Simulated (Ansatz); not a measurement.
# LaTi2Ni: relaxing a made-up structure, part 2 of 2

This structure for LaTi2Ni is made up. Its elements were placed in a known structure type with a cell scaled to their sizes. What cell does the guess relax to, and how far off was it?

Ansatz 0.2.0; DFT, PBE, plane-wave PAW, files of the set soft_1, scalar-relativistic, ferromagnetic start, cell and ions relaxed at zero pressure; PAW set soft_1 (the session's first sound run).

So far: Starting point; Relaxation of the guess. The relaxed cell has a, b, c = 4.388, 18.212, 4.218 Å (conventional setting).

## (3) Electronic structure of the relaxed cell

With the geometry fixed, one more self-consistent run, with a narrower smearing and the mesh shown in its input, gives the bands, and its pressure, and its forces where symmetry allows any, show how far the geometry depends on these settings.

This step: DFT, PBE, plane-wave PAW, files of the set soft_1, scalar-relativistic, no spin, bands and density of states at the relaxed cell; PAW set soft_1 (Ansatz 0.2.0).

input.yaml

```yaml
crystal:
  lattice:
    - [2.1941899034, -9.1059262182, 0.0]
    - [2.1941899034, 9.1059262182, 0.0]
    - [0.0, 0.0, 4.2178056412]
  atoms:
    - { symbol: La, position: [0.8546084742, 0.1453915258, 0.0] }
    - { symbol: La, position: [0.1453915258, 0.8546084742, 0.0] }
    - { symbol: Ni, position: [0.5719142032, 0.4280857968, 0.5] }
    - { symbol: Ni, position: [0.4280857968, 0.5719142032, 0.5] }
    - { symbol: Ti, position: [0.7038165612, 0.2961834388, 0.5] }
    - { symbol: Ti, position: [0.2961834388, 0.7038165612, 0.5] }
    - { symbol: Ti, position: [0.0, 0.0, 0.5] }
    - { symbol: Ti, position: [0.5, 0.5, 0.0] }
kpoints:
  mp_grid: { grid: [8, 8, 8] }
  band_path:
    path:
      - [[0.0, 0.0, 0.0], [0.26451577, 0.26451577, 0.0], [0.0, 0.5, 0.0], [0.0, 0.5, 0.5], [0.26451577, 0.26451577, 0.5], [0.0, 0.0, 0.5], [0.0, 0.0, 0.0], [-0.5, 0.5, 0.0], [-0.26451577, 0.73548423, 0.0], [-0.26451577, 0.73548423, 0.5], [-0.5, 0.5, 0.5], [-0.5, 0.5, 0.0]]
      - [[0.0, 0.0, 0.5], [-0.5, 0.5, 0.5]]
    npoints: 6
scf:
  occupations: { method: fermi_dirac, width: 0.03 }
  n_extra_bands: 12
hamiltonian:
  xc: pbe
  pseudopotentials: { kind: paw, azcp: { folder: soft_1 } }
output:
  forces: true
  stress: true
  write_bands: true
  dos: { projected: true }
  write_density: true
  write_potential: true
  elf: true
  volumetric_format: npy
```

Command:

```sh
ansatz run input.yaml --threads 4 --pin off --max-ram 10240MiB --backend cpu --events-out ev --progress --plain --runs-dir out
```

Numbers of over 12 decimals in the logs are rounded to 6 here.

The program printed:

```text
[...]
La: projections on atomic orbitals take those of the free atom [Kr 4d10] 4f0 5s2 5p6 5d1 6s2, of charge +0.00 (hamiltonian.pseudopotentials.projection_atoms); the dataset's partial waves leave at most 1.9e-5 of an orbital's norm unspanned inside its sphere
[...]
Crystal: 8 atoms, lattice volume = 168.545 Å³
Basis set: ecut = 420 eV, 3259 PW (Γ), FFT grids on a1+a2, a2, a3, exchange–correlation on 60×128×60 points (8 copies of the dense FFT grid, shifted against one another)
Bands: 65, of which v1, the nominal top of the filled ones, is band 53 counted from 1 (52 counted from 0)
Symmetry: 8 space group operations
[...]
k-points: 105 of 512
[...]
SCF iter   1: F=—  HF=-34189.879093 eV  |F-HF|=—  |Δ(HF+E_count)|=         —  Δρ=3.16e-1  dr2=3.79e2  ethr=3.10e-3  ⟨swp⟩=8.7  Hψ=31987  notcnv=0  defer=1
[...]
SCF iter  11: F=-34178.554601 eV  HF=-34178.554601 eV  |F-HF|=4.19e-8  |Δ(HF+E_count)|=   8.78e-8  Δρ=4.42e-6  dr2=4.07e-8  ethr=9.43e-11  ⟨swp⟩=22.4  Hψ=73072  notcnv=0
SCF 1 converged in 11 iterations: F = -34178.554601 eV  dr2 = 4.07e-8
[...]
NSCF: frozen V_eff on 74 k-points
SCF converged after 11 iterations
Free energy (F): -34178.554601 eV
[...]
Internal energy: -34178.523297 eV  (E = F + TS)
E sigma→0 (E₀):  -34178.538949 eV
Entropy (-TS):   -0.031303 eV (-3.913 meV/atom)
Fermi energy:    12.347559 eV
[...]
--- Forces (eV/Å), atoms counted from 1 ---
  atom   1  La     0.00000000     0.00305763     0.00000000
  atom   2  La     0.00000000    -0.00305763     0.00000000
  atom   3  Ni     0.00000000     0.01480250     0.00000000
  atom   4  Ni     0.00000000    -0.01480250     0.00000000
  atom   5  Ti     0.00000000    -0.00758412     0.00000000
  atom   6  Ti     0.00000000     0.00758412     0.00000000
  atom   7  Ti     0.00000000     0.00000000     0.00000000
  atom   8  Ti     0.00000000     0.00000000     0.00000000
  max |Σ_I F_I| component: 0.00e0 eV/Å
--- Stress (GPa, compression-positive) ---
        0.036730       0.000000       0.000000
        0.000000       0.067728       0.000000
        0.000000       0.000000      -0.152878
  P = ⅓ Tr σ = -0.0161 GPa (-0.161 kbar)
--- Band table (eV; the first three rows and the last of 105) ---
  k-point 0: bands = [... 49 lower, 11.8184, 11.9937, 12.0652, 12.1490, 12.3159, 12.5856, 12.6199, 13.2099, ... 8 higher]
  k-point 1: bands = [... 49 lower, 11.6387, 11.9947, 12.1657, 12.1924, 12.3491, 12.5606, 12.6515, 12.8844, ... 8 higher]
  k-point 2: bands = [... 49 lower, 11.7038, 11.8578, 12.0360, 12.2130, 12.3311, 12.5231, 12.7382, 12.8650, ... 8 higher]
  k-point 104: bands = [... 49 lower, 11.6339, 11.7602, 11.9635, 12.0220, 12.5557, 12.8529, 12.8689, 13.0462, ... 8 higher]
```

It took 44 s on 4 threads of Arm Neoverse V2, shared host; peak memory 1.2 GiB.

This step gave:

| Property | Result |
| --- | --- |
| free energy | -34178.5546 eV |
| energy at zero smearing | -34178.5389 eV |
| smearing term TS | 0.03130 eV |
| pressure | -0.01614 GPa |

From bands.tsv, the bands that come nearest the Fermi level along the path, at its corners, in eV from the Fermi level:

```
point  band 50  band 51  band 52  band 53  band 54  band 55  band 56  band 57
    Γ    -0.53    -0.35    -0.28    -0.20    -0.03     0.24     0.27     0.86
    X    -0.56    -0.42    -0.40     0.05     0.09     0.15     0.29     0.42
    S    -0.51    -0.47    -0.41     0.02     0.10     0.25     0.28     0.39
    R    -0.29     0.23     0.33     0.34     0.36     0.50     0.51     0.62
    A    -0.46     0.15     0.21     0.24     0.41     0.44     0.59     0.81
    Z    -0.63    -0.42    -0.38    -0.32    -0.18     0.25     0.52     0.76
    Γ    -0.53    -0.35    -0.28    -0.20    -0.03     0.24     0.27     0.86
    Y    -0.83    -0.71    -0.38    -0.32    -0.12     0.27     0.70     0.98
   X1    -0.56    -0.42    -0.40     0.05     0.09     0.15     0.29     0.42
   A1    -0.46     0.15     0.21     0.24     0.41     0.44     0.59     0.81
    T    -0.71    -0.59    -0.38    -0.33     0.21     0.51     0.52     0.70
    Y    -0.83    -0.71    -0.38    -0.32    -0.12     0.27     0.70     0.98
    Z    -0.63    -0.42    -0.38    -0.32    -0.18     0.25     0.52     0.76
    T    -0.71    -0.59    -0.38    -0.33     0.21     0.51     0.52     0.70
```

Counts of states for the cell as run, both spins, by energy window (eV from the Fermi level):

```
from  to  total
  -8  -7   0.00
  -7  -6   0.00
  -6  -5   0.62
  -5  -4   1.31
  -4  -3   3.48
  -3  -2  16.30
  -2  -1   8.21
  -1   0  12.11
   0   1  12.59
```

A further 64.0 states lie below the table's range.

Valence density in the bc plane of the conventional cell at fractional x = 0.500, with atoms of La and Ni and Ti within 0.2 Å of it. It is the smooth field of the valence electrons, not physical close to the nuclei.

Values in e/Å³, 6 rows by 16 columns, each cell a mean:
```
 3  0  0  0  0  2  1  0  0  1  2  0  0  0  0  2
 0  1  0  1  0  0  0  0  0  0  0  0  0  0  0  1
 3 15  1  6  0  0  0  3  4  0  0  0  5  2 12  7
 2  9  1  4  0  0  0  2  3  0  0  0  4  2  7  4
 1  0  0  0  0  1  0  0  0  0  1  0  0  0  0  1
 4  0  0  0  0  2  1  0  0  1  2  0  0  0  0  3
```
Columns run along b (18.2 Å), rows up along c (4.2 Å), edges of the conventional cell, whose origin can differ from the input's. Atoms in or near the plane, at fractional coordinates: La at (0.65, 0.00), La at (0.35, 0.00), Ni at (0.93, 0.50), Ni at (0.07, 0.50), Ti at (0.80, 0.50), Ti at (0.20, 0.50), Ti at (0.50, 0.50), Ti at (0.00, 0.00).

ELF in the bc plane of the conventional cell at fractional x = 0.500, with atoms of La and Ni and Ti within 0.2 Å of it. It is the smooth field of the valence electrons, not physical close to the nuclei.

Ten even steps from '0' (0.10) to '9' (0.87), each cell a mean:
```
76113322344117734851367512862583034432332047
42123431112114888720233211588861121112443224
11211330010111354200011000135421100101321111
21232222664022100000267400000123126741213312
21795225777125311110577610111244157762238931
21584224776124200110477600100134147762227721
21121221442022111000145200001112114421211212
11222330000112677410001000267741100002432211
64123332223115877830245311787872023222343126
77112222454117613851377513850483035432231057
```
Columns run along b (18.2 Å), rows up along c (4.2 Å), edges of the conventional cell, whose origin can differ from the input's. Atoms in or near the plane, at fractional coordinates: La at (0.65, 0.00), La at (0.35, 0.00), Ni at (0.93, 0.50), Ni at (0.07, 0.50), Ti at (0.80, 0.50), Ti at (0.20, 0.50), Ti at (0.50, 0.50), Ti at (0.00, 0.00).

Electrostatic potential energy in the bc plane of the conventional cell at fractional x = 0.500, with atoms of La and Ni and Ti within 0.2 Å of it. With pseudopotentials it is smooth inside the atoms' cores, unlike the true potential.

Ten even steps from '0' (-29 eV) to '9' (16 eV), each cell a mean:
```
01699999999984032169999998303127999999999830
25899999999997311479999998621158999999999863
88778998667998766889866789876789986679997788
97454785113799999998510379999999851137854458
85795672001699999997200069999999820005748947
95685673001699999998300169999999830016847748
97546886325899888998632589988899963248974468
67889998888998644789888898754579998789999886
13799999999986100379999998510048999999999851
00699999999984053168999997216217999999999720
```
Columns run along b (18.2 Å; values clipped at the 3rd and 97th percentile), rows up along c (4.2 Å), edges of the conventional cell, whose origin can differ from the input's. Atoms in or near the plane, at fractional coordinates: La at (0.65, 0.00), La at (0.35, 0.00), Ni at (0.93, 0.50), Ni at (0.07, 0.50), Ti at (0.80, 0.50), Ti at (0.20, 0.50), Ti at (0.50, 0.50), Ti at (0.00, 0.00).

## (4) Outcome

```
space group, relaxed : Cmmm
conventional cell    : a = 4.388, b = 18.212, c = 4.218 Å; α = 90.0°, β = 90.0°, γ = 90.0°
volume per atom      : 21.07 Å³ (guess 19.34)
total moment         : 0.00 μB in the cell of 8 atoms
```

LaTi2Ni relaxes to Cmmm with a = 4.388, b = 18.212 and c = 4.218 Å. The guessed volume was 8 % too small. The space group Cmmm was held in the relaxation, so the end point is a stationary structure within it and may be a saddle against distortions or other arrangements. The moments died out from this one start and weren't seeded again at the relaxed cell. Bands cross the Fermi level, so it is a metal or semimetal at this level. On the 8×8×8 mesh with the narrower smearing (relaxed on 7×7×6) the largest force component is 0.015 eV/Å and the largest stress component is 0.153 GPa, against the relaxation's thresholds of 0.015 eV/Å and 0.05 GPa. The cutoff wasn't tested. Spin-orbit coupling is left out, which can matter for elements this heavy. No dispersion term is used, so weakly bound directions may come out too long. Nothing here tests whether the compound is stable against decomposition.

[Logs are printed without paths, hosts, clocks, repeated set-up lines and the standing remarks that a program may print on its own settings, such as how far it seeks lower states.]

[Hosts, paths, dates, database ids (printed as entryN), source tags and the programs' standing remarks are cut or masked in the printed files.]
